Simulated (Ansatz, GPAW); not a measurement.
**Cutoff, mesh and smearing for a 4-layer slab of Na(100)**

How do cutoff, mesh, smearing and the dipole layer change the work function of a 4-layer slab of Na(100)?

Program: GPAW 26.7.0 and Ansatz 0.2.0. Level of theory: Ansatz plane waves; slab in vacuum with a dipole correction, relaxation, in the first sound run; inputs show where later runs differ. Results are calculated unless marked as measured.

Report form: the programs' logs are mostly left out.

## Step 1: Starting point

The cell holds 4 atoms: 4 Na. Its edges and angles: a = 4.230 Å, b = 4.230 Å, c = 24.345 Å, α = 90.0°, β = 90.0°, γ = 90.0°. Vacuum lies along c.

## Step 2: Relaxation

Forces are removed first; all later runs use this geometry. The lowest 2 atoms are held at bulk positions and keep their forces.

The input, input.yaml:

```yaml
crystal:
  lattice:
    - [4.23, 0.0, 0.0]
    - [0.0, 4.23, 0.0]
    - [0.0, 0.0, 24.345]
  atoms:
    - { symbol: Na, position: [0.5, 0.5, 0.3696857671] }
    - { symbol: Na, position: [0.0, 0.0, 0.4565619224] }
    - { symbol: Na, position: [0.5, 0.5, 0.5434380776] }
    - { symbol: Na, position: [0.0, 0.0, 0.6303142329] }
kpoints:
  mp_grid: { grid: [8, 8, 1] }
hamiltonian:
  xc: pbe
scf:
  occupations: { method: fermi_dirac, width: 0.1 }
efield:
  axis: 3
  dipole_correction: true
  ramp_width: 0.05
relax:
  f_tol: 0.02
  max_steps: 60
  constraints: [{ sites: [0, 1] }]
output:
  write_potential: true
  write_density: true
  volumetric_format: npy
```

On the command line:

```sh
$ ansatz run input.yaml --threads 4 --pin off --max-ram 8192MiB --backend cpu --events-out ev --progress --plain --runs-dir out
```

Run time: 2.8 s. Hardware: 4 threads of AMD EPYC 9R14 (Zen 4), shared host; peak memory 0.7 GiB; 9.9 s of CPU time.

Hardly anything moved in the relaxation; the energy changed by under 0.2 meV an atom.

This step gave:

| Quantity | Value |
| --- | --- |
| free energy | -5945.2122 eV |
| smearing term TS | 0.05981 eV |
| symmetry operations | 8 |
| upper work function | 2.716 eV |
| lower work function | 2.716 eV |
| dipole along the normal | 7.38e-6 e·Å |
| dipole field | 3.07e-6 V/Å |
| vacuum level above | 1.595 eV |
| vacuum level below | 1.596 eV |

The electrostatic potential energy of an electron (with the applied field's), less the Fermi level, planar mean oscillates, so the rows of the table below give means over windows of 1 Å about each position, cut where the curve ends. Its maxima inside the range that stand out by 2 % of the span (Å: eV): 10.1: 0.810, 12.2: 0.813, 14.2: 0.810. Its minima: 9.1: -3.55, 11.1: -3.42, 13.3: -3.42, 15.3: -3.55.

Table of electrostatic potential energy of an electron (with the applied field's), less the Fermi level, planar mean by z; means over each step:

```tsv
z (Å)	electrostatic potential energy of an electron (with the applied field's), less the Fermi level, planar mean (eV)
0	2.72
1	2.72
2	2.72
3	2.72
4	2.71
5	2.71
6	2.66
7	2.39
8	1.13
9	-2.43
10	0.437
11	-2.20
12	0.310
13	-1.96
14	0.0446
15	-1.72
16	-0.198
17	2.15
18	2.61
19	2.70
20	2.71
21	2.72
22	2.72
23	2.72
24	2.72
```

The valence density, planar mean oscillates, so the rows of the table below give means over windows of 2.03 Å about each position, cut where the curve ends. Its maxima inside the range that stand out by 2 % of the span (Å: e/Å³): 9.1: 0.636, 11.1: 0.651, 13.3: 0.651, 15.3: 0.636. Its minima: 10.0: 0.0354, 12.2: 0.0335, 14.3: 0.0354.

Valence density, planar mean against z; means over each step:

```tsv
z (Å)	valence density, planar mean (e/Å³)
3.04	8.1e-6
5.08	2.9e-4
7.11	0.00657
9.14	0.242
11.17	0.247
13.20	0.247
15.23	0.242
17.26	0.00640
19.29	2.8e-4
21.32	7.9e-6
```

The atoms hardly moved: the energy changed by under 0.1 meV.

## Step 3: Plane waves, PBE

With the geometry fixed, the planar mean of the potential gives the vacuum level on each side.

This step: GPAW, PAW setups; slab in vacuum (GPAW 26.7.0).

The input, run.py:

```python
import json
import numpy as np
from ase import Atoms
from gpaw import GPAW, PW

slab = Atoms(
    ['Na', 'Na', 'Na', 'Na'],
    positions=[
        [2.11500, 2.11500, 9.00000],
        [0.00000, 0.00000, 11.11500],
        [2.11500, 2.11500, 13.23000],
        [0.00000, 0.00000, 15.34500]],
    cell=[[4.23, 0.0, 0.0], [0.0, 4.23, 0.0], [0.0, 0.0, 24.345]],
    pbc=[True, True, False])

slab.calc = GPAW(mode=PW(400), xc='PBE', kpts={'size': (8, 8, 1), 'gamma': True},
                 occupations={'name': 'fermi-dirac', 'width': 0.1}, nbands='140%',
                 convergence={'density': 1e-05}, maxiter=200,
                 poissonsolver={'dipolelayer': 'xy'},
                 symmetry={'tolerance': 1e-3}, txt='slab.txt')
result = {}
energy = slab.get_potential_energy()
fermi = slab.calc.get_fermi_level()
v = slab.calc.get_electrostatic_potential().mean((0, 1)) - fermi
n = slab.calc.get_pseudo_density().mean((0, 1))
L = slab.cell[2, 2]
z = np.arange(len(v)) * L / len(v)
low, high = slab.positions[:, 2].min(), slab.positions[:, 2].max()
below, above = np.interp([low - 6.8, high + 6.8], z, v)
slopes = [np.interp(x, z, np.gradient(v, z)) for x in (low - 6.8, high + 6.8)]
eps = np.array([[slab.calc.get_eigenvalues(k, s) for k in range(len(slab.calc.get_ibz_k_points()))]
                for s in range(slab.calc.get_number_of_spins())]) - fermi
top, bottom = eps[eps < 0].max(), eps[eps > 0].min()
dipole = slab.get_dipole_moment()[2]
print(f'energy {energy:.4f} eV, Fermi level {fermi:.4f} eV, dipole {dipole:.5f} e A')
print(f'potential 6.8 A off the faces, from the Fermi level: lower {below:.4f} eV, upper {above:.4f} eV')
print(f'slope of the potential there: lower {slopes[0]:.5f}, upper {slopes[1]:.5f} eV/A')
print(f'nearest levels on the mesh: {top:.4f} and {bottom:.4f} eV')
print('magnetic moment', round(slab.get_magnetic_moment(), 3))
result.update(energy=energy, fermi=fermi, dipole=dipole, below=below, above=above, slopes=slopes, edges=[top, bottom],
              z=z.tolist(), v=v.tolist(), n=n.tolist(), positions=slab.positions.tolist(),
              forces=slab.get_forces(apply_constraint=False).tolist(), moments=slab.get_magnetic_moments().tolist())
json.dump(result, open('result.json', 'w'))
```

On the command line:

```sh
$ OMP_NUM_THREADS=1 OPENBLAS_NUM_THREADS=1 python run.py
```

The job ended after 17 s (1 thread; peak memory 0.26 GiB).

This step gave:

```
dipole along the normal                    : -1.16e-4 e·Å
levels nearest the Fermi level on the mesh : -0.03796, 0.09179 eV from the Fermi level
```

The electrostatic potential energy of an electron (without an applied field's), less the Fermi level, planar mean oscillates, so the rows of the table below give means over windows of 1 Å about each position, cut where the curve ends. Its maxima inside the range that stand out by 2 % of the span (Å: eV): 10.0: 0.816, 12.2: 0.808, 14.3: 0.816. Its minima: 9.0: -1.79, 11.2: -1.60, 13.2: -1.60, 15.3: -1.79.

The electrostatic potential energy of an electron (without an applied field's), less the Fermi level, planar mean by z; means over each step:

z (Å), electrostatic potential energy of an electron (without an applied field's), less the Fermi level, planar mean (eV) and a bar from the least value:
```
        0       2.72 ##############################
        1       2.72 ##############################
        2       2.72 ##############################
        3       2.72 ##############################
        4       2.71 ##############################
        5       2.71 ##############################
        6       2.66 ##############################
        7       2.39 ###########################
        8       1.18 ##################
        9      -1.18 
       10       0.51 #############
       11      -0.98 ##
       12       0.44 ############
       13      -0.86 ##
       14       0.30 ###########
       15      -0.78 ###
       16       0.23 ###########
       17       2.15 ##########################
       18       2.61 #############################
       19       2.70 ##############################
       20       2.71 ##############################
       21       2.72 ##############################
       22       2.72 ##############################
       23       2.72 ##############################
       24       2.72 ##############################
```

Table of pseudo valence density, planar mean by z:

```tsv
z (Å)	pseudo valence density, planar mean (e/Å³)
4.0	2.8e-5
4.5	6.8e-5
5.0	1.6e-4
5.5	3.8e-4
6.0	8.9e-4
6.5	0.00197
7.0	0.00418
7.5	0.00804
8.0	0.0183
8.5	0.120
9.0	0.461
9.5	0.132
10.0	0.0368
10.5	0.0836
11.0	0.436
11.5	0.214
12.0	0.0384
12.5	0.0559
13.0	0.352
13.5	0.315
14.0	0.0482
14.5	0.0437
15.0	0.243
15.5	0.404
16.0	0.0593
16.5	0.0132
17.0	0.00663
17.5	0.00334
18.0	0.00155
18.5	6.9e-4
19.0	3.0e-4
19.5	1.2e-4
20.0	5.2e-5
20.5	2.1e-5
```

The potential is flat to 1.1e-4 eV/Å where it is read, so the vacuum is wide enough. The geometry is the other program's minimum; here the largest force on a free atom is 0.013 eV/Å.

## Step 4: Cutoff 200

The cutoff limits how sharply the smooth valence waves can vary, which tells mostly near the atoms.

run.py: that of step 3 with these lines changed.

```diff
@@ -15,3 +15,3 @@
 
-slab.calc = GPAW(mode=PW(400), xc='PBE', kpts={'size': (8, 8, 1), 'gamma': True},
+slab.calc = GPAW(mode=PW(200), xc='PBE', kpts={'size': (8, 8, 1), 'gamma': True},
                  occupations={'name': 'fermi-dirac', 'width': 0.1}, nbands='140%',
```

Elapsed: 7.2 s, on 1 thread; peak memory 0.16 GiB.

The run finished. A setting was moved off its sound value on purpose, so it serves as a test and not as the result.

The fault put into the input: a cutoff under that of the base run: the energy of the cell lies 0.53 eV from the base value (ecut = 200).

The two runs compared:

```tsv
quantity	this run	sound run	difference
upper work function (eV)	2.7184	2.7161	0.00229
lower work function (eV)	2.7186	2.7160	0.00268
```

## Step 5: Cutoff 300

run.py: that of step 4 with these lines changed.

```diff
@@ -15,3 +15,3 @@
 
-slab.calc = GPAW(mode=PW(200), xc='PBE', kpts={'size': (8, 8, 1), 'gamma': True},
+slab.calc = GPAW(mode=PW(300), xc='PBE', kpts={'size': (8, 8, 1), 'gamma': True},
                  occupations={'name': 'fermi-dirac', 'width': 0.1}, nbands='140%',
```

The job ended after 14 s (1 thread; peak memory 0.21 GiB).

The run finished. A setting was moved off its sound value on purpose, so it serves as a test and not as the result.

The fault put into the input: a cutoff under that of the base run: the energy of the cell lies 0.072 eV from the base value (ecut = 300).

Side by side:

```tsv
quantity	this run	sound run	difference
upper work function (eV)	2.7180	2.7161	0.00182
lower work function (eV)	2.7181	2.7160	0.00214
```

## Step 6: Cutoff 700: ecut = 700

run.py: that of step 5 with these lines changed.

```diff
@@ -15,3 +15,3 @@
 
-slab.calc = GPAW(mode=PW(300), xc='PBE', kpts={'size': (8, 8, 1), 'gamma': True},
+slab.calc = GPAW(mode=PW(700), xc='PBE', kpts={'size': (8, 8, 1), 'gamma': True},
                  occupations={'name': 'fermi-dirac', 'width': 0.1}, nbands='140%',
```

Wall time 52 s (1 thread); peak memory 0.45 GiB.

This step gave:

```yaml
dipole_along_the_normal: -1.07e-4 e·Å
levels_nearest_the_fermi_level_on_the_mesh: -0.03790, 0.09185 eV from the Fermi level
```

The electrostatic potential energy of an electron (without an applied field's), less the Fermi level, planar mean oscillates, so the rows of the table below give means over windows of 1 Å about each position, cut where the curve ends. Its maxima inside the range that stand out by 2 % of the span (Å: eV): 10.1: 0.820, 12.2: 0.809, 14.3: 0.820. Its minima: 9.0: -1.79, 11.1: -1.62, 13.2: -1.62, 15.3: -1.79.

Table of electrostatic potential energy of an electron (without an applied field's), less the Fermi level, planar mean by z; means over each step:

```tsv
z (Å)	electrostatic potential energy of an electron (without an applied field's), less the Fermi level, planar mean (eV)
0	2.72
1	2.72
2	2.72
3	2.72
4	2.71
5	2.71
6	2.65
7	2.39
8	1.19
9	-1.19
10	0.520
11	-0.988
12	0.444
13	-0.865
14	0.302
15	-0.781
16	0.227
17	2.15
18	2.61
19	2.70
20	2.71
21	2.72
22	2.72
23	2.72
24	2.72
```

The pseudo valence density, planar mean oscillates, so the rows of the table below give means over windows of 2.11 Å about each position, cut where the curve ends. Its maxima inside the range that stand out by 2 % of the span (Å: e/Å³): 8.9: 0.473, 11.0: 0.475, 13.3: 0.475, 15.4: 0.473. Its minima: 10.1: 0.0354, 12.2: 0.0337, 14.3: 0.0354.

The pseudo valence density, planar mean by z; means over each step:

```tsv
z (Å)	pseudo valence density, planar mean (e/Å³)
3.17	1.1e-5
5.28	4.2e-4
7.39	0.0135
9.50	0.183
11.61	0.185
13.72	0.186
15.83	0.171
17.94	0.00246
20.05	7.9e-5
22.16	1.8e-6
```

The upper face's work function is 2.716 eV, against 2.716 eV in the first plane-wave PBE run at this geometry.

## Step 7: K mesh 3×3

The mesh in the plane samples the bands: a metal's Fermi level needs it dense, and band edges must lie on it.

run.py: that of step 6 with these lines changed.

```diff
@@ -15,3 +15,3 @@
 
-slab.calc = GPAW(mode=PW(700), xc='PBE', kpts={'size': (8, 8, 1), 'gamma': True},
+slab.calc = GPAW(mode=PW(400), xc='PBE', kpts={'size': (3, 3, 1), 'gamma': True},
                  occupations={'name': 'fermi-dirac', 'width': 0.1}, nbands='140%',
```

The job ended after 7.1 s (1 thread; peak memory 0.21 GiB).

The run finished with changed settings (kpts = [3, 3]); it serves as a test.

Side by side:

```tsv
quantity	this run	sound run	difference
upper work function (eV)	2.5541	2.7161	-0.162
lower work function (eV)	2.5535	2.7160	-0.163
```

One result that differs is the lower work function, 2.55 eV against 2.72 eV.

## Step 8: K mesh 5×5

run.py: that of step 7 with these lines changed.

```diff
@@ -15,3 +15,3 @@
 
-slab.calc = GPAW(mode=PW(400), xc='PBE', kpts={'size': (3, 3, 1), 'gamma': True},
+slab.calc = GPAW(mode=PW(400), xc='PBE', kpts={'size': (5, 5, 1), 'gamma': True},
                  occupations={'name': 'fermi-dirac', 'width': 0.1}, nbands='140%',
```

The job ended after 9.7 s (1 thread; peak memory 0.22 GiB).

The run finished with changed settings (kpts = [5, 5]); it serves as a test.

Side by side:

```tsv
quantity	this run	sound run	difference
upper work function (eV)	2.7857	2.7161	0.0695
lower work function (eV)	2.7852	2.7160	0.0693
```

One result that differs is the upper work function, 2.79 eV against 2.72 eV.

## Step 9: K mesh 12×12: kpts = [12, 12]

run.py: that of step 8 with these lines changed.

```diff
@@ -15,3 +15,3 @@
 
-slab.calc = GPAW(mode=PW(400), xc='PBE', kpts={'size': (5, 5, 1), 'gamma': True},
+slab.calc = GPAW(mode=PW(400), xc='PBE', kpts={'size': (12, 12, 1), 'gamma': True},
                  occupations={'name': 'fermi-dirac', 'width': 0.1}, nbands='140%',
```

The job ended after 29 s (1 thread; peak memory 0.31 GiB).

This step gave:

| Property | Result |
| --- | --- |
| dipole along the normal | -1.35e-4 e·Å |
| levels nearest the Fermi level on the mesh | -0.02253, 0.01160 eV from the Fermi level |
| upper work function | 2.723 eV |
| lower work function | 2.723 eV |

The upper face's work function is 2.723 eV, against 2.716 eV in the first plane-wave PBE run at this geometry.

## Step 10: Scheme Fermi-Dirac, smearing 0.01

Smearing changes the occupations near the Fermi level, and with them the level itself. Smearing helps the SCF of a metal converge, but it blurs occupations at band edges near the Fermi level.

run.py: that of step 9 with these lines changed.

```diff
@@ -15,4 +15,4 @@
 
-slab.calc = GPAW(mode=PW(400), xc='PBE', kpts={'size': (12, 12, 1), 'gamma': True},
-                 occupations={'name': 'fermi-dirac', 'width': 0.1}, nbands='140%',
+slab.calc = GPAW(mode=PW(400), xc='PBE', kpts={'size': (8, 8, 1), 'gamma': True},
+                 occupations={'name': 'fermi-dirac', 'width': 0.01}, nbands='140%',
                  convergence={'density': 1e-05}, maxiter=200,
```

Wall time 18 s (1 thread); peak memory 0.26 GiB.

Numbers from this step:

```
dipole along the normal                    : -1.16e-4 e·Å
levels nearest the Fermi level on the mesh : -0.1103, 0.01948 eV from the Fermi level
upper work function                        : 2.659 eV
lower work function                        : 2.659 eV
```

The electrostatic potential energy of an electron (without an applied field's), less the Fermi level, planar mean oscillates, so the rows of the table below give means over windows of 1 Å about each position, cut where the curve ends. Its maxima inside the range that stand out by 2 % of the span (Å: eV): 10.0: 0.730, 12.2: 0.743, 14.3: 0.730. Its minima: 9.0: -1.87, 11.2: -1.68, 13.2: -1.68, 15.3: -1.87.

Electrostatic potential energy of an electron (without an applied field's), less the Fermi level, planar mean against z; means over each step:

```tsv
z (Å)	electrostatic potential energy of an electron (without an applied field's), less the Fermi level, planar mean (eV)
0	2.66
1	2.66
2	2.66
3	2.66
4	2.66
5	2.65
6	2.60
7	2.33
8	1.12
9	-1.26
10	0.427
11	-1.06
12	0.371
13	-0.935
14	0.218
15	-0.862
16	0.154
17	2.09
18	2.55
19	2.64
20	2.66
21	2.66
22	2.66
23	2.66
24	2.66
```

The upper face's work function is 2.659 eV, against 2.716 eV in the first plane-wave PBE run at this geometry.

## Step 11: Cost and result by level

Times are for 1 thread of AMD EPYC 9R14 (Zen 4), shared host. Results by setting:

```tsv
no.	run	upper work function (eV)	time	memory (GiB)
1	pw	2.716	17 s	0.26
2	cutoff 700	2.716	52 s	0.45
3	k mesh 12×12	2.723	29 s	0.31
4	scheme Fermi-Dirac, smearing 0.01	2.659	18 s	0.26
```

## Step 12: Without the dipole layer

The dipole layer is taken out and the cell repeats along the normal.

run.py: that of step 10 with these lines changed.

```diff
@@ -13,8 +13,7 @@
     cell=[[4.23, 0.0, 0.0], [0.0, 4.23, 0.0], [0.0, 0.0, 24.345]],
-    pbc=[True, True, False])
+    pbc=[True, True, True])
 
 slab.calc = GPAW(mode=PW(400), xc='PBE', kpts={'size': (8, 8, 1), 'gamma': True},
-                 occupations={'name': 'fermi-dirac', 'width': 0.01}, nbands='140%',
+                 occupations={'name': 'fermi-dirac', 'width': 0.1}, nbands='140%',
                  convergence={'density': 1e-05}, maxiter=200,
-                 poissonsolver={'dipolelayer': 'xy'},
                  symmetry={'tolerance': 1e-3}, txt='slab.txt')
```

Wall time 17 s (1 thread); peak memory 0.26 GiB.

The run finished with changed settings (dipole = false and pbc_z = true); it serves as a test.

The two runs compared:

```tsv
quantity	this run	sound run	difference
upper work function (eV)	2.7160	2.7161	-9.9e-5
lower work function (eV)	2.7160	2.7160	8.4e-5
```

## Step 13: Side by side

Results and costs are gathered.

This step: comparison of work functions, dipole and cost (GPAW 26.7.0).

Ladder, by row:

```tsv
step	code	work function, upper (eV)	work function, lower (eV)	dipole (e Å)	wall time (s)	peak memory (GiB)	threads
pw	GPAW	2.716	2.716	-1.16e-4	17.45	0.26	1
ecut200	GPAW	2.718	2.719	-7.66e-5	7.18	0.16	1
ecut300	GPAW	2.718	2.718	-8.48e-5	14.34	0.21	1
ecut700	GPAW	2.716	2.716	-1.07e-4	51.59	0.45	1
k3	GPAW	2.554	2.553	-1.58e-4	7.13	0.21	1
k5	GPAW	2.786	2.785	-1.41e-4	9.69	0.22	1
k12	GPAW	2.723	2.723	-1.35e-4	28.92	0.31	1
smear	GPAW	2.659	2.659	-1.16e-4	17.79	0.26	1
nodip	GPAW	2.716	2.716	-9.82e-5	17.32	0.26	1
```

## Step 14: Outcome

| Property | Result |
| --- | --- |
| work function, both faces | 2.72 eV |
| dipole along the normal | -1.2e-4 e Å, near the numerical noise |

With plane waves and PBE the work function is 2.72 eV on the upper face and 2.72 eV on the lower. The other smearing (Fermi-Dirac of 0.01 eV in place of Fermi-Dirac of 0.1) moves the two faces by -0.057 and -0.057 eV on the same mesh; a mesh is converged only for its smearing. Over the sound runs of the table the upper face's work function spans 2.659 (smear) to 2.723 eV (k12). The slab is only 6.3 Å thick between its outer nuclei, so the values belong to this film more than to the surface of the bulk metal. The in-plane lattice was kept as typed, which isn't the functional's own and leaves some strain; spin-orbit coupling and temperature are left out.

[Logs are printed without paths, hosts, clocks, repeated set-up lines and the standing remarks that a program may print on its own settings, such as how far it seeks lower states.]

[Hosts, paths, dates, database ids (printed as entryN), source tags and the programs' standing remarks are cut or masked in the printed files.]
